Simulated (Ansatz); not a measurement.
**A hypothetical structure for Tl3Cd2Bi**

Starting from a made-up structure for Tl3Cd2Bi, the aim is the relaxed cell, its shortest contacts and, where a second run follows, its electronic structure.

Program: Ansatz 0.2.0. Level of theory: DFT, PBE, plane-wave PAW, files of the set soft_1, scalar-relativistic, no spin, cell and ions relaxed at zero pressure; PAW set soft_1, in the first sound run; inputs show where later runs differ. Results are calculated unless marked as measured.

### Step 1. The structure

It takes space group P6/mmm (No. 191, hexagonal). Conventional cell: a = 6.333 Å, b = 6.333 Å, c = 4.659 Å, α = 90.00°, β = 90.00°, γ = 120.00°. Bi has 6 Cd at 3.66 Å nearest. Nearest to Tl lie 4 Cd at 2.96 Å and 4 Tl at 3.17 Å. Nearest to Cd lie 6 Tl at 2.96 Å and 3 Cd at 3.66 Å and 3 Bi at 3.66 Å. Farther neighbours are not listed.

### Step 2. Relaxation of the guess

The guessed cell has no reason to be at equilibrium. It is relaxed with the atoms, within the space group of the guess.

input.yaml reads:

```yaml
crystal:
  lattice:
    - [6.333, 0.0, 0.0]
    - [-3.1665, 5.484538882, 0.0]
    - [0.0, 0.0, 4.659]
  atoms:
    - { symbol: Bi, position: [0.0, 0.0, 0.0] }
    - { symbol: Tl, position: [0.5, 0.0, 0.5] }
    - { symbol: Tl, position: [0.5, 0.5, 0.5] }
    - { symbol: Tl, position: [0.0, 0.5, 0.5] }
    - { symbol: Cd, position: [0.666666667, 0.333333333, 0.0] }
    - { symbol: Cd, position: [0.333333333, 0.666666667, 0.0] }
kpoints:
  mp_grid: { grid: [5, 5, 6] }
scf:
  occupations: { method: fermi_dirac, width: 0.05 }
hamiltonian:
  xc: pbe
  pseudopotentials: { kind: paw, azcp: { folder: soft_1 } }
relax:
  f_tol: 0.015
  max_steps: 70
  cell: {}
output:
  forces: true
  stress: true
```

Started as:

```sh
> ansatz run input.yaml --threads 4 --pin off --max-ram 10240MiB --backend cpu --events-out ev --progress --plain --runs-dir out
```

Numbers of over 12 decimals in the logs are rounded to 6 here.

The program printed:

```text
Engine: ansatz 0.2.0, aarch64-unknown-linux-gnu
Pseudopotentials: kind: paw
Pseudopotential: Bi, paw, valence charge 15, recommended cutoff 420 eV (normal), soft_1/Bi.paw.azcp
Pseudopotential: Tl, paw, valence charge 13, recommended cutoff 420 eV (normal), soft_1/Tl.paw.azcp
Pseudopotential: Cd, paw, valence charge 20, recommended cutoff 420 eV (normal), soft_1/Cd.paw.azcp
Functional definition: PBE
  parameter kappa = 0.804
  parameter beta = 0.066725
  exchange = pbe_x(kappa = kappa, mu = beta*pi^2/3)
  correlation = pbe_c(beta = beta)
Crystal: 6 atoms, lattice volume = 161.824 Å³
Basis set: ecut = 420 eV, 3159 PW (Γ), exchange–correlation on 90×90×64 points (8 copies of the dense FFT grid, shifted against one another)
Bands: 57, of which v1, the nominal top of the filled ones, is band 47 counted from 1 (46 counted from 0)
Symmetry: 24 space group operations
Space group: P6/mmm (ITA 191), of the structure as read, at distance tolerance 5.4e-5 Å
k-points: 20 of 150
Non-local potential: Bi, projectors of the file, l = 0: 2, l = 1: 2, l = 2: 2, l = 3: 1
Non-local potential: Tl, projectors of the file, l = 0: 2, l = 1: 2, l = 2: 2, l = 3: 1
Non-local potential: Cd, projectors of the file, l = 0: 3, l = 1: 2, l = 2: 2, l = 3: 1
PAW form: soft (Blöchl's): semilocal exchange-correlation on the pseudo side does not see the compensation charge
PAW one-centre angular grid: Bi, 590 points (default); XC on 64 Gauss nodes
PAW one-centre angular grid: Tl, 590 points (default); XC on 64 Gauss nodes
PAW one-centre angular grid: Cd, 590 points (default); XC on 64 Gauss nodes
Initial density: superposition of atomic densities (chi_scale 0.1, normalization cell, long waves kept (reshape's long-wave potential 0.01 eV rms))
Initial wavefunctions: pseudopotential atomic-orbital guess
Functional: x = pbe(κ = 0.804, μ = 0.219515), c = pbe(β = 0.066725)
SCF iter   1: F=—  HF=-63246.364763 eV  |F-HF|=—  |Δ(HF+E_count)|=         —  Δρ=2.58e-2  dr2=3.72e0  ethr=3.10e-3  ⟨swp⟩=7.2  Hψ=4254  notcnv=0  defer=5
preconditioner: auto → Kerker (q_TF=auto, 2.492 Å⁻¹)  [metal: Δε(μ)=0.026 eV  Ē_g=13.944 eV  σ=0.050 eV  W_gap=0.13  n_scr=44 (ndim 8)  ℏωp=25.8 eV  f_vac=0.000  D(μ)=3.52/eV (n_scr^D=20)]
SCF iter   2: F=—  HF=-63245.748129 eV  |F-HF|=—  |Δ(HF+E_count)|=   6.17e-1  Δρ=1.49e-2  dr2=1.31e0  ethr=3.10e-3  ⟨swp⟩=2.0  Hψ=1458  notcnv=0  defer=40
SCF iter   3: F=—  HF=-63245.430921 eV  |F-HF|=—  |Δ(HF+E_count)|=   3.17e-1  Δρ=2.64e-3  dr2=2.08e-2  ethr=1.39e-3  ⟨swp⟩=3.0  Hψ=1650  notcnv=0  defer=43
SCF iter   4: F=—  HF=-63245.430016 eV  |F-HF|=—  |Δ(HF+E_count)|=   9.04e-4  Δρ=1.47e-3  dr2=5.16e-3  ethr=2.21e-5  ⟨swp⟩=2.0  Hψ=1769  notcnv=0  defer=44
SCF iter   5: F=—  HF=-63245.429340 eV  |F-HF|=—  |Δ(HF+E_count)|=   6.76e-4  Δρ=4.72e-4  dr2=6.72e-4  ethr=5.49e-6  ⟨swp⟩=2.1  Hψ=1958  notcnv=0  defer=44
SCF iter   6: F=—  HF=-63245.429126 eV  |F-HF|=—  |Δ(HF+E_count)|=   2.15e-4  Δρ=1.22e-4  dr2=6.44e-5  ethr=7.14e-7  ⟨swp⟩=2.0  Hψ=1891  notcnv=0  defer=44
SCF iter   7: F=—  HF=-63245.429150 eV  |F-HF|=—  |Δ(HF+E_count)|=   2.45e-5  Δρ=4.15e-5  dr2=6.92e-6  ethr=6.85e-8  ⟨swp⟩=2.0  Hψ=1481  notcnv=0  defer=44
SCF iter   8: F=—  HF=-63245.429149 eV  |F-HF|=—  |Δ(HF+E_count)|=   9.70e-7  Δρ=9.36e-6  dr2=3.11e-7  ethr=7.37e-9  ⟨swp⟩=2.0  Hψ=1673  notcnv=0  defer=44
SCF iter   9: F=-63245.429149 eV  HF=-63245.429149 eV  |F-HF|=2.44e-9  |Δ(HF+E_count)|=   1.14e-8  Δρ=2.01e-6  dr2=8.85e-9  ethr=1.06e-10  ⟨swp⟩=4.0  Hψ=3496  notcnv=0
SCF 1 converged in 9 iterations: F = -63245.429149 eV  dr2 = 8.85e-9
  greatest PAW one-centre occupation: 1.000 electrons in one spin orbital (limit 2), on the Cd atom at site 5 (counted from 0), in its partial waves of l = 0
relax step   1: F+E_penalty+E_count = -63245.42914919 eV  Δ(F+E_penalty+E_count) = +0.000e0 eV  max|allowed force component| = 1.735e-18 eV/Å  Δτ_max = 0.0000 Å  P = +6.830 GPa  Ω = 161.824 Å³  (9 SCF iters, dr2 threshold 1.00e-7 eV, accepted)
Crystal: 6 atoms, lattice volume = 180.549 Å³
Basis set: ecut = 420 eV, 3509 PW (Γ), exchange–correlation on 90×90×64 points (8 copies of the dense FFT grid, shifted against one another)
Initial density: handed on by an earlier stage of this run
Initial wavefunctions: those handed on with the density
iter 1 solved again at ethr=1.24e-4 eV; its pass at ethr=3.10e-3 eV (dr2=1.17e-1 eV) is discarded
SCF iter   1: F=—  HF=-63245.946970 eV  |F-HF|=—  |Δ(HF+E_count)|=         —  Δρ=4.81e-3  dr2=1.22e-1  ethr=1.24e-4  ⟨swp⟩=2.4  Hψ=5964  notcnv=0
preconditioner: auto → Kerker (q_TF=auto, 2.447 Å⁻¹)  [metal: Δε(μ)=0.034 eV  Ē_g=13.818 eV  σ=0.050 eV  W_gap=0.16  n_scr=44 (ndim 8)  ℏωp=24.4 eV  f_vac=0.000  D(μ)=3.19/eV (n_scr^D=20)]
SCF iter   2: F=—  HF=-63245.928941 eV  |F-HF|=—  |Δ(HF+E_count)|=   1.80e-2  Δρ=2.55e-3  dr2=3.68e-2  ethr=1.24e-4  ⟨swp⟩=1.0  Hψ=1140  notcnv=0
SCF iter   3: F=—  HF=-63245.922436 eV  |F-HF|=—  |Δ(HF+E_count)|=   6.50e-3  Δρ=6.42e-4  dr2=1.13e-3  ethr=3.91e-5  ⟨swp⟩=1.9  Hψ=1198  notcnv=0
SCF iter   4: F=—  HF=-63245.922391 eV  |F-HF|=—  |Δ(HF+E_count)|=   4.49e-5  Δρ=3.27e-4  dr2=2.19e-4  ethr=1.20e-6  ⟨swp⟩=2.0  Hψ=2031  notcnv=0
SCF iter   5: F=—  HF=-63245.922499 eV  |F-HF|=—  |Δ(HF+E_count)|=   1.08e-4  Δρ=6.52e-5  dr2=2.33e-5  ethr=2.33e-7  ⟨swp⟩=2.0  Hψ=2007  notcnv=0
SCF iter   6: F=—  HF=-63245.922500 eV  |F-HF|=—  |Δ(HF+E_count)|=   1.24e-6  Δρ=3.18e-5  dr2=4.29e-6  ethr=2.48e-8  ⟨swp⟩=2.0  Hψ=1847  notcnv=0
SCF iter   7: F=—  HF=-63245.922501 eV  |F-HF|=—  |Δ(HF+E_count)|=   8.55e-7  Δρ=1.23e-5  dr2=6.45e-7  ethr=4.56e-9  ⟨swp⟩=2.0  Hψ=1522  notcnv=0
SCF iter   8: F=-63245.922501 eV  HF=-63245.922501 eV  |F-HF|=2.92e-8  |Δ(HF+E_count)|=   1.14e-7  Δρ=3.47e-6  dr2=6.70e-8  ethr=6.38e-10  ⟨swp⟩=4.0  Hψ=3323  notcnv=0
SCF 2 converged in 8 iterations: F = -63245.922501 eV  dr2 = 6.70e-8
relax step   2: F+E_penalty+E_count = -63245.92250093 eV  Δ(F+E_penalty+E_count) = -4.934e-1 eV  max|allowed force component| = 4.626e-18 eV/Å  Δτ_max = 0.0000 Å  P = +1.802 GPa  Ω = 180.549 Å³  energy of the carried Pulay correction = -2.479e-3 eV  (8 SCF iters, dr2 threshold 6.00e-7 eV, accepted)
Crystal: 6 atoms, lattice volume = 188.779 Å³
Basis set: ecut = 420 eV, 3677 PW (Γ), exchange–correlation on 90×90×64 points (8 copies of the dense FFT grid, shifted against one another)
iter 1 solved again at ethr=3.35e-5 eV; its pass at ethr=3.10e-3 eV (dr2=3.14e-2 eV) is discarded
SCF iter   1: F=—  HF=-63246.035268 eV  |F-HF|=—  |Δ(HF+E_count)|=         —  Δρ=2.28e-3  dr2=3.28e-2  ethr=3.35e-5  ⟨swp⟩=2.4  Hψ=6061  notcnv=0
preconditioner: auto → Kerker (q_TF=auto, 2.429 Å⁻¹)  [metal: Δε(μ)=0.028 eV  Ē_g=13.618 eV  σ=0.050 eV  W_gap=0.14  n_scr=44 (ndim 8)  ℏωp=23.9 eV  f_vac=0.005  D(μ)=2.56/eV (n_scr^D=8)]
SCF iter   2: F=—  HF=-63246.030763 eV  |F-HF|=—  |Δ(HF+E_count)|=   4.50e-3  Δρ=1.20e-3  dr2=1.00e-2  ethr=3.35e-5  ⟨swp⟩=1.0  Hψ=1140  notcnv=0
SCF iter   3: F=—  HF=-63246.028999 eV  |F-HF|=—  |Δ(HF+E_count)|=   1.76e-3  Δρ=4.09e-4  dr2=3.65e-4  ethr=1.07e-5  ⟨swp⟩=1.8  Hψ=1172  notcnv=0
SCF iter   4: F=—  HF=-63246.029222 eV  |F-HF|=—  |Δ(HF+E_count)|=   2.23e-4  Δρ=1.40e-4  dr2=5.50e-5  ethr=3.88e-7  ⟨swp⟩=2.0  Hψ=2075  notcnv=0
SCF iter   5: F=—  HF=-63246.029230 eV  |F-HF|=—  |Δ(HF+E_count)|=   7.60e-6  Δρ=4.78e-5  dr2=9.91e-6  ethr=5.85e-8  ⟨swp⟩=2.0  Hψ=1524  notcnv=0
SCF iter   6: F=—  HF=-63246.029228 eV  |F-HF|=—  |Δ(HF+E_count)|=   1.73e-6  Δρ=1.92e-5  dr2=2.49e-6  ethr=1.05e-8  ⟨swp⟩=2.0  Hψ=1923  notcnv=0
SCF iter   7: F=-63246.029228 eV  HF=-63246.029228 eV  |F-HF|=2.22e-8  |Δ(HF+E_count)|=   5.88e-8  Δρ=9.75e-6  dr2=3.24e-7  ethr=6.38e-10  ⟨swp⟩=2.5  Hψ=4028  notcnv=0
SCF 3 converged in 7 iterations: F = -63246.029228 eV  dr2 = 3.24e-7
relax step   3: F+E_penalty+E_count = -63246.02922797 eV  Δ(F+E_penalty+E_count) = -1.067e-1 eV  max|allowed force component| = 3.098e-17 eV/Å  Δτ_max = 0.0000 Å  P = +0.270 GPa  Ω = 188.779 Å³  energy of the carried Pulay correction = -3.435e-3 eV  (7 SCF iters, dr2 threshold 6.00e-7 eV, accepted)
[... from here on, the SCF cycles and remarks between the steps are left out ...]
relax step   4: F+E_penalty+E_count = -63246.06394033 eV  Δ(F+E_penalty+E_count) = -3.471e-2 eV  max|allowed force component| = 4.433e-18 eV/Å  Δτ_max = 0.0000 Å  P = -0.267 GPa  Ω = 191.965 Å³  energy of the carried Pulay correction = -3.783e-3 eV  (6 SCF iters, dr2 threshold 6.00e-7 eV, accepted)
relax step   5: F+E_penalty+E_count = -63246.08526298 eV  Δ(F+E_penalty+E_count) = -2.132e-2 eV  max|allowed force component| = 6.939e-18 eV/Å  Δτ_max = 0.0000 Å  P = -0.044 GPa  Ω = 190.135 Å³  energy of the carried Pulay correction = -3.578e-3 eV  (5 SCF iters, dr2 threshold 6.00e-7 eV, accepted)
relax step   6: F+E_penalty+E_count = -63246.07582581 eV  Δ(F+E_penalty+E_count) = +9.437e-3 eV  max|allowed force component| = 8.712e-17 eV/Å  Δτ_max = 0.0000 Å  P = +0.276 GPa  Ω = 187.943 Å³  energy of the carried Pulay correction = -3.325e-3 eV  (6 SCF iters, dr2 threshold 4.06e-7 eV, rejected (line search))
relax step   7: F+E_penalty+E_count = -63246.09395202 eV  Δ(F+E_penalty+E_count) = -8.689e-3 eV  max|allowed force component| = 9.252e-18 eV/Å  Δτ_max = 0.0000 Å  P = +0.001 GPa  Ω = 189.822 Å³  energy of the carried Pulay correction = -3.541e-3 eV  (8 SCF iters, accepted)
relax step   8: F+E_penalty+E_count = -63246.09518368 eV  Δ(F+E_penalty+E_count) = -1.232e-3 eV  max|allowed force component| = 3.778e-17 eV/Å  Δτ_max = 0.0000 Å  P = +0.006 GPa  Ω = 189.791 Å³  energy of the carried Pulay correction = -3.537e-3 eV  (5 SCF iters, dr2 threshold 8.52e-8 eV, accepted)
relax step   9: F+E_penalty+E_count = -63246.10819561 eV  Δ(F+E_penalty+E_count) = -1.301e-2 eV  max|allowed force component| = 4.048e-17 eV/Å  Δτ_max = 0.0000 Å  P = +0.136 GPa  Ω = 189.791 Å³  stress off target by 3.88e-1 GPa  SCF on the basis re-selected at this cell (its energy is not comparable with the rows above)  (7 SCF iters)
relax step  10: F+E_penalty+E_count = -63246.11095851 eV  Δ(F+E_penalty+E_count) = -2.763e-3 eV  max|allowed force component| = 3.161e-17 eV/Å  Δτ_max = 0.0000 Å  P = +0.013 GPa  Ω = 190.859 Å³  energy of the carried Pulay correction = -1.214e-4 eV  (5 SCF iters, dr2 threshold 3.77e-7 eV, accepted)
relax step  11: F+E_penalty+E_count = -63246.11113504 eV  Δ(F+E_penalty+E_count) = -1.765e-4 eV  max|allowed force component| = 1.773e-17 eV/Å  Δτ_max = 0.0000 Å  P = +0.008 GPa  Ω = 190.986 Å³  energy of the carried Pulay correction = -1.347e-4 eV  (6 SCF iters, dr2 threshold 2.06e-8 eV, accepted)
iter 1 solved again at ethr=1.97e-7 eV; its pass at ethr=3.10e-3 eV (dr2=1.85e-4 eV) is discarded
SCF iter   1: F=—  HF=-63246.111285 eV  |F-HF|=—  |Δ(HF+E_count)|=         —  Δρ=5.21e-5  dr2=1.53e-7  ethr=1.97e-7  ⟨swp⟩=3.0  Hψ=7402  notcnv=0
preconditioner: auto → LDOS  [insulator: Δε(μ)=0.143 eV  Ē_g=13.544 eV  σ=0.050 eV  W_gap=0.54  n_scr=46 (ndim 8)  ℏωp=23.7 eV  f_vac=0.016  D(μ)=1.42/eV (n_scr^D=8)  ε∞_Penn≈4.1  β→1.0]
SCF iter   2: F=—  HF=-63246.111277 eV  |F-HF|=—  |Δ(HF+E_count)|=   8.15e-6  Δρ=3.46e-6  dr2=1.53e-8  ethr=1.63e-10  ⟨swp⟩=2.0  Hψ=2092  notcnv=0
SCF iter   3: F=—  HF=-63246.111277 eV  |F-HF|=—  |Δ(HF+E_count)|=   1.79e-9  Δρ=3.17e-6  dr2=1.53e-8  ethr=1.63e-11  ⟨swp⟩=2.0  Hψ=2086  notcnv=0
SCF iter   4: F=—  HF=-63246.111277 eV  |F-HF|=—  |Δ(HF+E_count)|=   3.27e-9  Δρ=1.25e-6  dr2=2.32e-9  ethr=1.63e-11  ⟨swp⟩=2.0  Hψ=1366  notcnv=0
SCF iter   5: F=—  HF=-63246.111277 eV  |F-HF|=—  |Δ(HF+E_count)|=  8.95e-10  Δρ=2.79e-7  dr2=1.13e-10  ethr=2.47e-12  ⟨swp⟩=2.0  Hψ=1684  notcnv=0
SCF iter   6: F=-63246.111277 eV  HF=-63246.111277 eV  |F-HF|=1.46e-11  |Δ(HF+E_count)|=  5.82e-11  Δρ=3.08e-8  dr2=1.41e-12  ethr=1.00e-12  ⟨swp⟩=4.0  Hψ=3447  notcnv=0
SCF 12 converged in 6 iterations: F = -63246.111277 eV  dr2 = 1.41e-12
relax step  12: F+E_penalty+E_count = -63246.11127722 eV  Δ(F+E_penalty+E_count) = -1.422e-4 eV  max|allowed force component| = 8.481e-18 eV/Å  Δτ_max = 0.0000 Å  P = +0.008 GPa  Ω = 190.986 Å³  stress off target by 1.73e-2 GPa  SCF on the basis re-selected at this cell (its energy is not comparable with the rows above)  (6 SCF iters)
basis re-selected at this cell: Δ(F+E_penalty+E_count) = -1.422e-4 eV, ΔP = -0.000 GPa vs the last step (what re-selecting the basis moved, of the pressure what is left beyond the Pulay correction that the steps carried, after the strain that the cell walked since its last selection, with what the two solves' SCF thresholds leave and, on support functions, any second-order correction that the steps lacked; it is no m [...]
SCF converged after 6 iterations
Free energy (F): -63246.111277 eV
Harris-Foulkes:  -63246.111277 eV  (|F-HF|=1.46e-11)
Internal energy: -63246.098380 eV  (E = F + TS)
E sigma→0 (E₀):  -63246.104829 eV
Entropy (-TS):   -0.012897 eV (-2.149 meV/atom)
Fermi energy:    9.382671 eV
--- Per-component energies (eV) ---
  E_band       = -1119.827565
  E_kinetic    = 1931.832309
  E_local      = -11894.474210  (includes V_loc(G=0)·N_el)
  E_nonlocal   = 1590.264195
  E_hartree    = 5135.056420
  E_xc         = -1021.819519
  E_vxc        = -891.746364  (∫ρ·V_xc dr)
  E_paw        = -49414.893429  (= ΣΔE_a)
  E_vpaw       = -2125.817270  (= ΣTr[D̂ρ^β])
  E_aug_tail   = 0.000794  (compensation charges beyond the density's cutoff)
  E_ewald      = -9572.064940
  E_smearing   = -0.012897  (= −TS)
  E_closure    = -0.000000  (closes the sum)
  Σ components = -63246.111277   (vs F -63246.111277, Δ=0.00e0)
--- Forces (eV/Å), atoms counted from 1 ---
  atom   1  Bi     0.00000000     0.00000000     0.00000000
  atom   2  Tl    -0.00000000     0.00000000     0.00000000
  atom   3  Tl     0.00000000    -0.00000000     0.00000000
  atom   4  Tl    -0.00000000     0.00000000     0.00000000
  atom   5  Cd     0.00000000     0.00000000     0.00000000
  atom   6  Cd    -0.00000000    -0.00000000    -0.00000000
  max |Σ_I F_I| component: 4.63e-18 eV/Å
--- Stress (GPa, compression-positive) ---
        0.017329      -0.000000       0.000000
       -0.000000       0.017329      -0.000000
        0.000000      -0.000000      -0.011315
  P = ⅓ Tr σ = 0.0078 GPa (0.078 kbar)
--- Relaxed structure (10 steps of the walk, 9 accepted, 2 SCFs on fresh bases) ---
  F+E_penalty+E_count = -63246.11127722 eV   max|allowed force component| = 8.481e-18 eV/Å   (the final SCF, on the basis selected at the relaxed cell)
  cell:  # Å, volume = 190.9863 Å³
    - [6.316403, 0, 0]
    - [-3.158202, 5.470166, 0]
    - [0, 0, 5.527541]
  atoms:
    - { symbol: Bi, position: [0, 0, 0] }
    - { symbol: Tl, position: [0.5, 0, 0.500000] }
    - { symbol: Tl, position: [0.5, 0.5, 0.500000] }
    - { symbol: Tl, position: [0, 0.5, 0.500000] }
    - { symbol: Cd, position: [0.666667, 0.333333, 0] }
    - { symbol: Cd, position: [0.333333, 0.666667, 0] }
```

The job ended after 33 s (4 threads of Arm Neoverse V1, shared host; peak memory 0.68 GiB).

The steps of the relaxation:

| step | energy less that of the first step (eV) | largest force component (eV/Å) | pressure (GPa) | volume (Å³) |
| --- | --- | --- | --- | --- |
| 1 | 0.0000 | 0.0000 | 6.83 | 161.82 |
| 2 | -0.4934 | 0.0000 | 1.80 | 180.55 |
| 3 | -0.6001 | 0.0000 | 0.27 | 188.78 |
| 4 | -0.6348 | 0.0000 | -0.27 | 191.97 |
| 5 | -0.6561 | 0.0000 | -0.04 | 190.13 |
| 6 | -0.6467 | 0.0000 | 0.28 | 187.94 |
| 7 | -0.6648 | 0.0000 | 0.00 | 189.82 |
| 8 | -0.6660 | 0.0000 | 0.01 | 189.79 |
| 9* | -0.6790 | 0.0000 | 0.14 | 189.79 |
| 10 | -0.6818 | 0.0000 | 0.01 | 190.86 |
| 11 | -0.6820 | 0.0000 | 0.01 | 190.99 |
| 12* | -0.6821 | 0.0000 | 0.01 | 190.99 |

Relaxation steps marked * repeat the geometry before them on a plane-wave basis chosen anew for their cell, so energy and pressure can jump there. Relaxation step 6 was tried and not accepted.

Forces are held to the 24 operations that the run works with; a distortion that breaks them can't arise in this run.

| cell as run | before | after | change |
| --- | --- | --- | --- |
| a (Å) | 6.333 | 6.316 | -0.3 % |
| b (Å) | 6.333 | 6.316 | -0.3 % |
| c (Å) | 4.659 | 5.528 | +18.6 % |
| volume (Å³/atom) | 26.97 | 31.83 | +18.0 % |

The relaxed structure:

```cif
data_structure
_symmetry_space_group_name_H-M 'P 1'
_symmetry_Int_Tables_number 1
_cell_length_a 6.3164
_cell_length_b 6.3164
_cell_length_c 5.5275
_cell_angle_alpha 90.000
_cell_angle_beta 90.000
_cell_angle_gamma 120.000
_cell_volume 190.99
loop_
_atom_site_label
_atom_site_type_symbol
_atom_site_fract_x
_atom_site_fract_y
_atom_site_fract_z
_atom_site_occupancy
Bi1 Bi 0.00000 0.00000 0.00000 1
Tl2 Tl 0.50000 0.00000 0.50000 1
Tl3 Tl 0.50000 0.50000 0.50000 1
Tl4 Tl 0.00000 0.50000 0.50000 1
Cd5 Cd 0.66667 0.33333 0.00000 1
Cd6 Cd 0.33333 0.66667 0.00000 1
```

Numbers from this step:

```yaml
free_energy: -63246.1113 eV
energy_at_zero_smearing: -63246.1048 eV
smearing_term_ts: 0.01290 eV
fermi_energy: 9.383 eV
electrons: 94
symmetry_operations: 24
pressure: 0.007781 GPa
```

Shortest distances by pair of elements, guess and relaxed (not always the same contact):

| pair | guess (Å) | relaxed (Å) |
| --- | --- | --- |
| Tl–Tl | 3.166 | 3.158 |
| Cd–Tl | 2.961 | 3.311 |
| Bi–Cd | 3.656 | 3.647 |
| Cd–Cd | 3.656 | 3.647 |
| Bi–Tl | 3.931 | 4.197 |

The relaxation ends with a pressure of 0.01 GPa.

(Part 1 of 2 ends here.)

[Logs are printed without paths, hosts, clocks, repeated set-up lines and the standing remarks that a program may print on its own settings, such as how far it seeks lower states.]

[Hosts, paths, dates, database ids (printed as entryN), source tags and the programs' standing remarks are cut or masked in the printed files.]
